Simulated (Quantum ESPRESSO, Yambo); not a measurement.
An input for Yambo 5.3.0 (WS2 (Tungstenite)):

```
HF_and_locXC
gw0
dyson
ppa
em1d
rim_cut
RandQpts= 1000000
RandGvec= 1 RL
EXXRLvcs= 62 Ry
VXCRLvcs= 248 Ry
Chimod= "HARTREE"
% BndsRnXp
 1 | 133 |
%
NGsBlkXp= 12 Ry
% LongDrXp
 1 | 1 | 1 |
%
% GbndRnge
 1 | 133 |
%
DysSolver= "n"
ExtendOut
PPAPntXp= 27.21138 eV
% QPkrange
 13 | 13 | 12 | 15 |
 2 | 2 | 12 | 15 |
 1 | 1 | 12 | 15 |
%
```

```sh
OMP_NUM_THREADS=1 mpirun -n 4 yambo -F gw1.in -J gw1 -C gw1 > gw1.log
```

The stored states that it reads are on a 4×4×4 mesh. The structure is trigonal, space group R3m (No. 160). Conventional cell: a = 3.158 Å, b = 3.158 Å, c = 18.490 Å, α = 90.00°, β = 90.00°, γ = 120.00°. Nearest to W lie 6 S at 2.40 Å. S has 3 W at 2.40 Å nearest. Nearest to S lie 3 W at 2.40 Å. Farther neighbours and most contacts between anions are not listed.

Estimate wall time and host memory on 4 MPI ranks of Arm Neoverse V1, shared host.

It took 7.6 min; on shared hardware allow 3.8 min to 15 min. Peak host memory was 3.3 GiB.

The screening grows as filled bands × empty bands × pairs of k points, times the square of the screening basis for the matrix.

[Paths, hosts, dates, memory and timing lines, banners, echoed tables and standing remarks are left out of the program output.]

[Logs are printed without paths, hosts, clocks, repeated set-up lines and the standing remarks that a program may print on its own settings, such as how far it seeks lower states.]

[Runs of the session that timed out or met a known fault of the program may be left out.]

[Hosts, paths, dates, database ids (printed as entryN), source tags and the programs' standing remarks are cut or masked in the printed files.]
